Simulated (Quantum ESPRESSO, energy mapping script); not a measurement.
Records of electronic-structure calculations.

**MnS: energy mapping under PBE+U (4 eV), QE, GBRV**

The structure is cubic, space group Fm-3m (No. 225). The conventional cell has a = 5.209 Å, b = 5.209 Å, c = 5.209 Å, α = 90.00°, β = 90.00°, γ = 90.00°. Mn has 6 S at 2.60 Å nearest. Nearest to S lie 6 Mn at 2.60 Å. Farther neighbours and most contacts between anions are not listed.

```xyz
4
Lattice="0.0000 -2.6045 -2.6045 -2.6045 0.0000 -2.6045 2.6045 2.6045 -5.2090" Properties=species:S:1:pos:R:3 pbc="T T T"
Mn    0.0000    0.0000   -5.2090
Mn    0.0000    0.0000    0.0000
S     0.0000    0.0000   -7.8135
S     0.0000    0.0000   -2.6045
```

```yaml
method: PBE with U = 4 eV on Mn d, ortho-atomic projectors, GBRV potentials (and 1 further level or step)
program: Quantum ESPRESSO 7.5 and energy mapping script 1
settings_of_one_run: cutoff 612.26 eV, 7×7×7 k-mesh, Fermi-Dirac occupations, smearing width 0.05 eV, collinear spin, GBRV 1.5 ultrasoft, starting moments 4.5 -4.5 0 0 μB
notes: The database entry behind the starting cell differs from later determinations by our own check (an axis about 0.2 % short against later determinations). Level: PBE with U = 4 eV on Mn d, ortho-atomic projectors, Quantum ESPRESSO with GBRV potentials. Isotropic strain to volume × 1. The state is antiferromagnetic; only a few collinear orders were tried. Couplings are for E = −Σ J e·e over ordered pairs of unit vectors. The straight metal–ligand–metal path outweighs the right-angled one, the pattern expected of superexchange through one ligand p orbital, which these runs do not test. The classical value and the one scaled by (S+1)/S differ by a factor of 1.4, so closeness of either to the measured temperature is partly a matter of convention.
lowest_order_tried: compensated +− in cell A
largest_fitted_value_mn_mn_at_5p21_a: -3.49 meV
ordering_temperature_mean_field: 125 K
heat_capacity_peak_monte_carlo: 74 K
```

Of the orders tried, MnS prefers the order “compensated +− in cell A” under PBE+U (4 eV), QE, GBRV, with 6 of 12 neighbours at 3.68 Å, 6 of 6 neighbours at 5.21 Å and 12 of 24 neighbours at 6.38 Å opposed, and the heat capacity of the fitted model peaks near 74 K (Monte Carlo, classical spins). The largest fitted coupling is the Mn–Mn pair at 5.21 Å, antiferromagnetic at -3.5 meV, across a ligand at about 180°.

## MnS: exchange couplings from total energies (isotropic strain to volume × 1.03)

The structure is cubic, space group Fm-3m (No. 225). The conventional cell has a = 5.261 Å, b = 5.261 Å, c = 5.261 Å, α = 90.00°, β = 90.00°, γ = 90.00°. Nearest to Mn lie 6 S at 2.63 Å. S has 6 Mn at 2.63 Å nearest. Farther neighbours and most contacts between anions are not listed.

```xyz
4
Lattice="0.0000 -2.6303 -2.6303 -2.6303 0.0000 -2.6303 2.6303 2.6303 -5.2606" Properties=species:S:1:pos:R:3 pbc="T T T"
Mn    0.0000    0.0000   -5.2606
Mn    0.0000    0.0000    0.0000
S     0.0000    0.0000   -7.8909
S     0.0000    0.0000   -2.6303
```

```yaml
method: PBE with U = 4 eV on Mn d, ortho-atomic projectors, GBRV potentials (and 1 further level or step)
program: Quantum ESPRESSO 7.5 and energy mapping script 1
settings_of_one_run: cutoff 612.26 eV, 7×7×7 k-mesh, Fermi-Dirac occupations, smearing width 0.05 eV, collinear spin, GBRV 1.5 ultrasoft, starting moments 4.5 -4.5 0 0 μB
notes: The database entry behind the starting cell differs from later determinations by our own check (an axis about 0.2 % short against later determinations). Level: PBE with U = 4 eV on Mn d, ortho-atomic projectors, Quantum ESPRESSO with GBRV potentials. Isotropic strain to volume × 1.03. The state is antiferromagnetic; only a few collinear orders were tried. Couplings are for E = −Σ J e·e over ordered pairs of unit vectors. The straight metal–ligand–metal path outweighs the right-angled one, the pattern expected of superexchange through one ligand p orbital, which these runs do not test.
lowest_order_tried: compensated +− in cell A
largest_fitted_value_mn_mn_at_5p26_a: -2.86 meV
ordering_temperature_mean_field: 100 K
heat_capacity_peak_monte_carlo: 58.1 K
```

Of the orders tried, MnS (isotropic strain to volume × 1.03) prefers the order “compensated +− in cell A” under PBE+U (4 eV), QE, GBRV, with 6 of 12 neighbours at 3.72 Å, 6 of 6 neighbours at 5.26 Å and 12 of 24 neighbours at 6.44 Å opposed, and the heat capacity of the fitted model peaks near 58 K (Monte Carlo, classical spins). The largest fitted coupling is the Mn–Mn pair at 5.26 Å, antiferromagnetic at -2.9 meV, across a ligand at about 180°.

[Logs and program files are shortened in this print: banners, set-up blocks, solver, clock and traceback lines can be left out without a mark of their own.]

[Logs are printed without paths, hosts, clocks, repeated set-up lines and the standing remarks that a program may print on its own settings, such as how far it seeks lower states.]

[Hosts, paths, dates, database ids (printed as entryN), source tags and the programs' standing remarks are cut or masked in the printed files.]

[Where a cell is said to come from a database of computed structures, the database is the Materials Project.]
